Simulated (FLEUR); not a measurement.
**Magnetic state of ErBi from several starts**

Does ErBi prefer parallel or opposed moments?

Method: LDA (VWN) with U = 6.7 eV, J = 0.7 eV on Er f; all-electron FLAPW, Dirac cores, scalar-relativistic bands, in FLEUR MaX-R8.1.

Report form: the programs' logs are mostly left out.

## (1) Set-up

It takes space group Fm-3m (No. 225, cubic). The conventional cell has a = 6.186 Å, b = 6.186 Å, c = 6.186 Å, α = 90.00°, β = 90.00°, γ = 90.00°. Er has 6 Bi at 3.09 Å nearest. Nearest to Bi lie 6 Er at 3.09 Å. Farther neighbours are not listed.

## (2) Run 1 (ferro +)

The parallel start is the test of whether parallel moments hold. A Hubbard U acts on the open shell, since semilocal functionals spread its electrons too much.

The file n_mmp_mat seeds the f occupations with whole cubic orbitals by Hund's first rule, so that the U acts from the first pass. inpgen writes inp.xml from crystal.txt; cutoffs, mixing, functional, smearing and local orbitals are then set in the file. The k list default-1 (kpts.xml, not shown) is a Γ-centred 8×8×8 mesh; where the ranks do not divide the number of points, some are split in two of half the weight.

inp.xml reads:

```
<?xml version="1.0" encoding="UTF-8" standalone="no"?>
<fleurInput fleurInputVersion="0.39">
   <comment>
      ErBi
   </comment>
   <calculationSetup>
      <cutoffs Kmax="3.6" Gmax="10.8" GmaxXC="10.8" numbands="0"/>
      <scfLoop itmax="130" minDistance="0.0001" maxIterBroyd="15" imix="Anderson" alpha="0.05" precondParam="0.0" spinf="2.0" sdNocoIR="T"/>
      <coreElectrons ctail="T" frcor="F" kcrel="0" coretail_lmax="0"/>
      <xcFunctional name="vwn" relativisticCorrections="F"/>
      <magnetism jspins="2"/>
      <soc l_soc="F" theta="0.0" phi="0.0" spav="F"/>
      <expertModes spex="0" secvar="F"/>
      <geometryOptimization l_f="F" forcealpha="1.0" forcemix="BFGS" epsdisp="0.00001" epsforce="0.00001"/>
      <ldaU l_linMix="F" mixParam="0.05" spinf="1.0"/>
   </calculationSetup>
   <cell>
      <bzIntegration valenceElectrons="37.0" mode="hist" fermiSmearingEnergy="0.00110248">
         <kPointListSelection listName="default-1"/>
         <xi:include xmlns:xi="http://www.w3.org/2001/XInclude" href="kpts.xml"> </xi:include>
      </bzIntegration>
      <xi:include xmlns:xi="http://www.w3.org/2001/XInclude" href="sym.xml"> </xi:include>
      <bulkLattice scale="1.0">
         <bravaisMatrix>
            <row-1>    0.0000000000000000     5.8449229033877996     5.8449229033877996</row-1>
            <row-2>    5.8449229033877996     0.0000000000000000     5.8449229033877996</row-2>
            <row-3>    5.8449229033877996     5.8449229033877996     0.0000000000000000</row-3>
         </bravaisMatrix>
      </bulkLattice>
   </cell>
   <atomSpecies>
      <species name="Erbium (Er3.001" element="Er" atomicNumber="68">
         <mtSphere radius="2.8" gridPoints="925" logIncrement="0.014"/>
         <atomicCutoffs lmax="10" lnonsphr="8"/>
         <electronConfig flipSpins="F">
            <coreConfig>(1s1/2) (2s1/2) (2p1/2) (2p3/2) (3s1/2) (3p1/2) (3p3/2) (4s1/2) (3d3/2) (3d5/2) (4p1/2) (4p3/2) (4d3/2) (4d5/2)</coreConfig>
            <valenceConfig>(5s1/2) (5p1/2) (5p3/2) (6s1/2) (4f5/2) (4f7/2)</valenceConfig>
            <stateOccupation state="(4f5/2)" spinUp="3.0" spinDown="2.1428571428571"/>
            <stateOccupation state="(4f7/2)" spinUp="4.0" spinDown="2.8571428571429"/>
         </electronConfig>
         <energyParameters s="6" p="6" d="5" f="4"/>
         <ldaU l="3" U="6.7" J="0.7" l_amf="F"/>
         <lo type="SCLO" l="0" n="5" eDeriv="0"/>
         <lo type="SCLO" l="1" n="5" eDeriv="0"/>
      </species>
      <species name="Bismuth (Bi)" element="Bi" atomicNumber="83">
         <mtSphere radius="2.8" gridPoints="925" logIncrement="0.015"/>
         <atomicCutoffs lmax="10" lnonsphr="8"/>
         <electronConfig flipSpins="F">
            <coreConfig>(1s1/2) (2s1/2) (2p1/2) (2p3/2) (3s1/2) (3p1/2) (3p3/2) (4s1/2) (3d3/2) (3d5/2) (4p1/2) (4p3/2) (5s1/2) (4d3/2) (4d5/2) (5p1/2) (5p3/2) (4f5/2) (4f7/2)</coreConfig>
            <valenceConfig>(6s1/2) (5d3/2) (5d5/2) (6p1/2) (6p3/2)</valenceConfig>
            <stateOccupation state="(6p1/2)" spinUp="0.500000" spinDown="0.500000"/>
            <stateOccupation state="(6p3/2)" spinUp="1.000000" spinDown="1.000000"/>
         </electronConfig>
         <energyParameters s="6" p="6" d="6" f="5"/>
         <lo type="SCLO" l="2" n="5" eDeriv="0"/>
      </species>
   </atomSpecies>
   <atomGroups>
      <atomGroup species="Erbium (Er3.001">
         <relPos label="                   1">1.000/2.000 1.000/2.000 1.000/2.000</relPos>
         <force calculate="T" relaxXYZ="TTT"/>
      </atomGroup>
      <atomGroup species="Bismuth (Bi)">
         <relPos label="                   2">.0000000000 .0000000000 .0000000000</relPos>
         <force calculate="T" relaxXYZ="TTT"/>
      </atomGroup>
   </atomGroups>
   <output dos="F" band="F" slice="F">
      <bandDOS minEnergy="-.5*Htr" maxEnergy="0.5*Htr" sigma="0.015" storeEVData="T"/>
      <plotting iplot="0" polar="F">
         <plot TwoD="T" vec1="  1.0  0.0  0.0" vec2="  0.0  1.0  0.0" vec3="  0.0  0.0  1.0" zero="  0.0  0.0  0.0" file="plot"/>
      </plotting>
      <moessbauerParams electricFieldGradient="F" isomerShift="F" coreHyperfine="F" valenceHyperfine="F"/>
   </output>
</fleurInput>
```

crystal.txt reads:

```
ErBi
&input film=F cartesian=F /
0.00000000000  3.09300000000  3.09300000000
3.09300000000  0.00000000000  3.09300000000
3.09300000000  3.09300000000  0.00000000000
1.8897261246
1.0 1.0 1.0

2
68 0.50000000000  0.50000000000  0.50000000000 : 3.001
83 0.00000000000  0.00000000000  0.00000000000

&kpt div1=8 div2=8 div3=8 gamma=T /
```

Started as:

```sh
$ OMP_NUM_THREADS=1 inpgen -f crystal.txt > inpgen.log  # inp.xml is then edited as shown
$ OMP_NUM_THREADS=1 mpirun -n 4 fleur_MPI > fleur.log
```

The job ended after 30 s (4 MPI ranks of Arm Neoverse V1, shared host; peak memory 0.23 GiB; 2 min of CPU time).

This step gave:

```yaml
free_energy: -943190.5722 eV
program_s_band_gap_on_this_mesh_in_a_metal_only_a_level_spacing: 0.004545 eV
magnetization: 2.902 μB
final_state: ferromagnetic
largest_moment: 2.876 μB
```

After 27 cycles the largest moment stands at 2.88 μB.

## (3) Start 2: antiferro q=(0,1/2,1/2) +-

Reversing part of the moments tests the sign of the couplings between them.

The cell is doubled to 4 atoms to hold this order. The mesh is halved along the doubled vector, so that both cells sample the same points. The k list default-1 (kpts.xml, not shown) is a Γ-centred 8×4×8 mesh.

inp.xml, as its differences from that of step 2:

```diff
@@ -17,3 +17,3 @@
    <cell>
-      <bzIntegration valenceElectrons="37.0" mode="hist" fermiSmearingEnergy="0.00110248">
+      <bzIntegration valenceElectrons="74.0" mode="hist" fermiSmearingEnergy="0.00110248">
          <kPointListSelection listName="default-1"/>
@@ -25,4 +25,4 @@
             <row-1>    0.0000000000000000     5.8449229033877996     5.8449229033877996</row-1>
-            <row-2>    5.8449229033877996     0.0000000000000000     5.8449229033877996</row-2>
-            <row-3>    5.8449229033877996     5.8449229033877996     0.0000000000000000</row-3>
+            <row-2>   11.6898458067755993     0.0000000000000000    11.6898458067755993</row-2>
+            <row-3>   11.6898458067755993     5.8449229033877996     5.8449229033877996</row-3>
          </bravaisMatrix>
@@ -39,2 +39,16 @@
             <stateOccupation state="(4f7/2)" spinUp="4.0" spinDown="2.8571428571429"/>
+         </electronConfig>
+         <energyParameters s="6" p="6" d="5" f="4"/>
+         <ldaU l="3" U="6.7" J="0.7" l_amf="F"/>
+         <lo type="SCLO" l="0" n="5" eDeriv="0"/>
+         <lo type="SCLO" l="1" n="5" eDeriv="0"/>
+      </species>
+      <species name="Erbium (Er-3.001" element="Er" atomicNumber="68">
+         <mtSphere radius="2.8" gridPoints="925" logIncrement="0.014"/>
+         <atomicCutoffs lmax="10" lnonsphr="8"/>
+         <electronConfig flipSpins="F">
+            <coreConfig>(1s1/2) (2s1/2) (2p1/2) (2p3/2) (3s1/2) (3p1/2) (3p3/2) (4s1/2) (3d3/2) (3d5/2) (4p1/2) (4p3/2) (4d3/2) (4d5/2)</coreConfig>
+            <valenceConfig>(5s1/2) (5p1/2) (5p3/2) (6s1/2) (4f5/2) (4f7/2)</valenceConfig>
+            <stateOccupation state="(4f5/2)" spinUp="2.1428571428571" spinDown="3.0"/>
+            <stateOccupation state="(4f7/2)" spinUp="2.8571428571429" spinDown="4.0"/>
          </electronConfig>
@@ -60,3 +74,7 @@
       <atomGroup species="Erbium (Er3.001">
-         <relPos label="                   1">1.000/2.000 1.000/2.000 1.000/2.000</relPos>
+         <relPos label="                   1">1.000/2.000 .0000000000 1.000/2.000</relPos>
+         <force calculate="T" relaxXYZ="TTT"/>
+      </atomGroup>
+      <atomGroup species="Erbium (Er-3.001">
+         <relPos label="                   2">1.000/2.000 1.000/2.000 1.000/2.000</relPos>
          <force calculate="T" relaxXYZ="TTT"/>
@@ -64,3 +82,7 @@
       <atomGroup species="Bismuth (Bi)">
-         <relPos label="                   2">.0000000000 .0000000000 .0000000000</relPos>
+         <relPos label="                   3">.0000000000 .0000000000 .0000000000</relPos>
+         <force calculate="T" relaxXYZ="TTT"/>
+      </atomGroup>
+      <atomGroup species="Bismuth (Bi)">
+         <relPos label="                   4">.0000000000 1.000/2.000 .0000000000</relPos>
          <force calculate="T" relaxXYZ="TTT"/>
```

crystal.txt reads:

```
ErBi
&input film=F cartesian=F /
0.00000000000  3.09300000000  3.09300000000
6.18600000000  0.00000000000  6.18600000000
6.18600000000  3.09300000000  3.09300000000
1.8897261246
1.0 1.0 1.0

4
68 0.50000000000  0.00000000000  0.50000000000 : 3.001
68 0.50000000000  0.50000000000  0.50000000000 : -3.001
83 0.00000000000  0.00000000000  0.00000000000
83 0.00000000000  0.50000000000  0.00000000000

&kpt div1=8 div2=4 div3=8 gamma=T /
```

It took 21 min on 4 MPI ranks; peak memory 0.55 GiB.

Spin moment in the muffin-tin sphere by atom:

```
atom  spin moment in the muffin-tin sphere (μB)
 Er1                                       2.87
 Er2                                      -2.87
 Bi3                                       0.00
 Bi4                                       0.00
```

This step gave:

| Quantity | Value |
| --- | --- |
| free energy | -1886381.1461 eV |
| program's band gap on this mesh (in a metal only a level spacing) | 0.03396 eV |
| magnetization | 0 μB |
| final state | antiferromagnetic |

It lies 0.902 meV a seeded atom under the first start, and its largest moment is 2.87 μB against 2.88 μB.

## (4) Run 3 (antiferro q=(0,0,1/2) +-)

This order needs a doubled cell of 4 atoms. The mesh is halved along the doubled vector, so that both cells sample the same points. The k list default-1 (kpts.xml, not shown) is a Γ-centred 8×8×4 mesh.

inp.xml, as its differences from that of step 3:

```diff
@@ -25,4 +25,4 @@
             <row-1>    0.0000000000000000     5.8449229033877996     5.8449229033877996</row-1>
-            <row-2>   11.6898458067755993     0.0000000000000000    11.6898458067755993</row-2>
-            <row-3>   11.6898458067755993     5.8449229033877996     5.8449229033877996</row-3>
+            <row-2>    5.8449229033877996     0.0000000000000000     5.8449229033877996</row-2>
+            <row-3>   11.6898458067755993    11.6898458067755993     0.0000000000000000</row-3>
          </bravaisMatrix>
@@ -74,3 +74,3 @@
       <atomGroup species="Erbium (Er3.001">
-         <relPos label="                   1">1.000/2.000 .0000000000 1.000/2.000</relPos>
+         <relPos label="                   1">1.000/2.000 1.000/2.000 .0000000000</relPos>
          <force calculate="T" relaxXYZ="TTT"/>
@@ -82,7 +82,4 @@
       <atomGroup species="Bismuth (Bi)">
-         <relPos label="                   3">.0000000000 .0000000000 .0000000000</relPos>
-         <force calculate="T" relaxXYZ="TTT"/>
-      </atomGroup>
-      <atomGroup species="Bismuth (Bi)">
-         <relPos label="                   4">.0000000000 1.000/2.000 .0000000000</relPos>
+         <relPos label="                   3">.0000000000 .0000000000 -1.000/4.000</relPos>
+         <relPos label="                   4">.0000000000 .0000000000 1.000/4.000</relPos>
          <force calculate="T" relaxXYZ="TTT"/>
```

crystal.txt reads:

```
ErBi
&input film=F cartesian=F /
0.00000000000  3.09300000000  3.09300000000
3.09300000000  0.00000000000  3.09300000000
6.18600000000  6.18600000000  0.00000000000
1.8897261246
1.0 1.0 1.0

4
68 0.50000000000  0.50000000000  0.25000000000 : 3.001
68 0.50000000000  0.50000000000  0.75000000000 : -3.001
83 0.00000000000  0.00000000000  0.00000000000
83 0.00000000000  0.00000000000  0.50000000000

&kpt div1=8 div2=8 div3=4 gamma=T /
```

Run time: 25 min. Hardware: 4 MPI ranks; peak memory 0.55 GiB.

The run stopped without converging, so none of its numbers is a property of the system.

After 130 cycles the density distance stands at 0.053 me/bohr³, above the threshold of 0.0001.

## (5) Energies of the orders

Free energies are divided by the number of seeded atoms, so that cells of unlike size compare. Wavevectors q in the names are fractions of the primitive cell's reciprocal vectors.

Orders:

```
                     start        final state  typed order kept  energy over the lowest (meV a seeded atom)  largest sphere moment (μB)  net moment (μB a primitive cell)  mesh matched  CPU time (s)
                   ferro +      ferromagnetic               yes                                      0.9023                       2.876                             2.902           yes         121.2
antiferro q=(0,1/2,1/2) +-  antiferromagnetic               yes                                           0                       2.866                                 0           yes          5061
```

## (6) Spin–orbit coupling, moments along [001]

Spin–orbit coupling ties the spins to the lattice and lets orbital moments form.

A new self-consistent run of the start antiferro q=(0,1/2,1/2) +-, with the moments along z. Here n_mmp_mat seeds f states of whole m by Hund's three rules. The k list default-1 (kpts.xml, not shown) is a Γ-centred 8×4×8 mesh.

inp.xml, as its differences from that of step 2:

```diff
@@ -6,3 +6,3 @@
    <calculationSetup>
-      <cutoffs Kmax="3.6" Gmax="10.8" GmaxXC="10.8" numbands="0"/>
+      <cutoffs Kmax="3.6" Gmax="10.8" GmaxXC="10.8" numbands="154"/>
       <scfLoop itmax="130" minDistance="0.0001" maxIterBroyd="15" imix="Anderson" alpha="0.05" precondParam="0.0" spinf="2.0" sdNocoIR="T"/>
@@ -11,3 +11,3 @@
       <magnetism jspins="2"/>
-      <soc l_soc="F" theta="0.0" phi="0.0" spav="F"/>
+      <soc l_soc="T" theta="0.0" phi="0.0" spav="F"/>
       <expertModes spex="0" secvar="F"/>
@@ -17,3 +17,3 @@
    <cell>
-      <bzIntegration valenceElectrons="37.0" mode="hist" fermiSmearingEnergy="0.00110248">
+      <bzIntegration valenceElectrons="74.0" mode="hist" fermiSmearingEnergy="0.00110248">
          <kPointListSelection listName="default-1"/>
@@ -25,4 +25,4 @@
             <row-1>    0.0000000000000000     5.8449229033877996     5.8449229033877996</row-1>
-            <row-2>    5.8449229033877996     0.0000000000000000     5.8449229033877996</row-2>
-            <row-3>    5.8449229033877996     5.8449229033877996     0.0000000000000000</row-3>
+            <row-2>   11.6898458067755993     0.0000000000000000    11.6898458067755993</row-2>
+            <row-3>   11.6898458067755993     5.8449229033877996     5.8449229033877996</row-3>
          </bravaisMatrix>
@@ -39,2 +39,16 @@
             <stateOccupation state="(4f7/2)" spinUp="4.0" spinDown="2.8571428571429"/>
+         </electronConfig>
+         <energyParameters s="6" p="6" d="5" f="4"/>
+         <ldaU l="3" U="6.7" J="0.7" l_amf="F"/>
+         <lo type="SCLO" l="0" n="5" eDeriv="0"/>
+         <lo type="SCLO" l="1" n="5" eDeriv="0"/>
+      </species>
+      <species name="Erbium (Er-3.001" element="Er" atomicNumber="68">
+         <mtSphere radius="2.8" gridPoints="925" logIncrement="0.014"/>
+         <atomicCutoffs lmax="10" lnonsphr="8"/>
+         <electronConfig flipSpins="F">
+            <coreConfig>(1s1/2) (2s1/2) (2p1/2) (2p3/2) (3s1/2) (3p1/2) (3p3/2) (4s1/2) (3d3/2) (3d5/2) (4p1/2) (4p3/2) (4d3/2) (4d5/2)</coreConfig>
+            <valenceConfig>(5s1/2) (5p1/2) (5p3/2) (6s1/2) (4f5/2) (4f7/2)</valenceConfig>
+            <stateOccupation state="(4f5/2)" spinUp="2.1428571428571" spinDown="3.0"/>
+            <stateOccupation state="(4f7/2)" spinUp="2.8571428571429" spinDown="4.0"/>
          </electronConfig>
@@ -60,3 +74,7 @@
       <atomGroup species="Erbium (Er3.001">
-         <relPos label="                   1">1.000/2.000 1.000/2.000 1.000/2.000</relPos>
+         <relPos label="                   1">1.000/2.000 .0000000000 1.000/2.000</relPos>
+         <force calculate="T" relaxXYZ="TTT"/>
+      </atomGroup>
+      <atomGroup species="Erbium (Er-3.001">
+         <relPos label="                   2">1.000/2.000 1.000/2.000 1.000/2.000</relPos>
          <force calculate="T" relaxXYZ="TTT"/>
@@ -64,3 +82,7 @@
       <atomGroup species="Bismuth (Bi)">
-         <relPos label="                   2">.0000000000 .0000000000 .0000000000</relPos>
+         <relPos label="                   3">.0000000000 .0000000000 .0000000000</relPos>
+         <force calculate="T" relaxXYZ="TTT"/>
+      </atomGroup>
+      <atomGroup species="Bismuth (Bi)">
+         <relPos label="                   4">.0000000000 1.000/2.000 .0000000000</relPos>
          <force calculate="T" relaxXYZ="TTT"/>
```

crystal.txt reads:

```
ErBi
&input film=F cartesian=F /
0.00000000000  3.09300000000  3.09300000000
6.18600000000  0.00000000000  6.18600000000
6.18600000000  3.09300000000  3.09300000000
1.8897261246
1.0 1.0 1.0

4
68 0.50000000000  0.00000000000  0.50000000000 : 3.001
68 0.50000000000  0.50000000000  0.50000000000 : -3.001
83 0.00000000000  0.00000000000  0.00000000000
83 0.00000000000  0.50000000000  0.00000000000

&soc 0.0000000 0.0000000 /
&kpt div1=8 div2=4 div3=8 gamma=T /
```

Elapsed: 85 min, on 4 MPI ranks; peak memory 1.6 GiB.

The run was cut off at its time limit.

After 77 cycles the density distance stands at 0.0030 me/bohr³, above the threshold of 0.0001.

## (7) Results

```yaml
lowest_state_found: antiferromagnetic (typed antiferro q=(0,1/2,1/2) +-)
largest_site_spin_moment: 2.87 μB
next_finished_state: ferromagnetic, 0.902 meV a seeded atom higher
```

The lowest state found is antiferromagnetic, reached from the start antiferro q=(0,1/2,1/2) +-, with moments up to 2.87 μB. The two lowest states lie so close that the mesh, the functional or spin–orbit coupling could swap them. 1 start gave no converged result and is missing from the ranking; a lower order may hide there. The self-consistent run with spin–orbit coupling gave no result. This is the lowest of 2 finished starts, no proof of the ground state. Open f shells have many stationary orbital fillings, so the state need not be the lowest, and spin-only moments miss the orbital part.

[Logs and program files are shortened in this print: banners, set-up blocks, solver, clock and traceback lines can be left out without a mark of their own.]

[Logs are printed without paths, hosts, clocks, repeated set-up lines and the standing remarks that a program may print on its own settings, such as how far it seeks lower states.]

[Hosts, paths, dates, database ids (printed as entryN), source tags and the programs' standing remarks are cut or masked in the printed files.]

[Where a cell is said to come from a database of computed structures, the database is the Materials Project.]
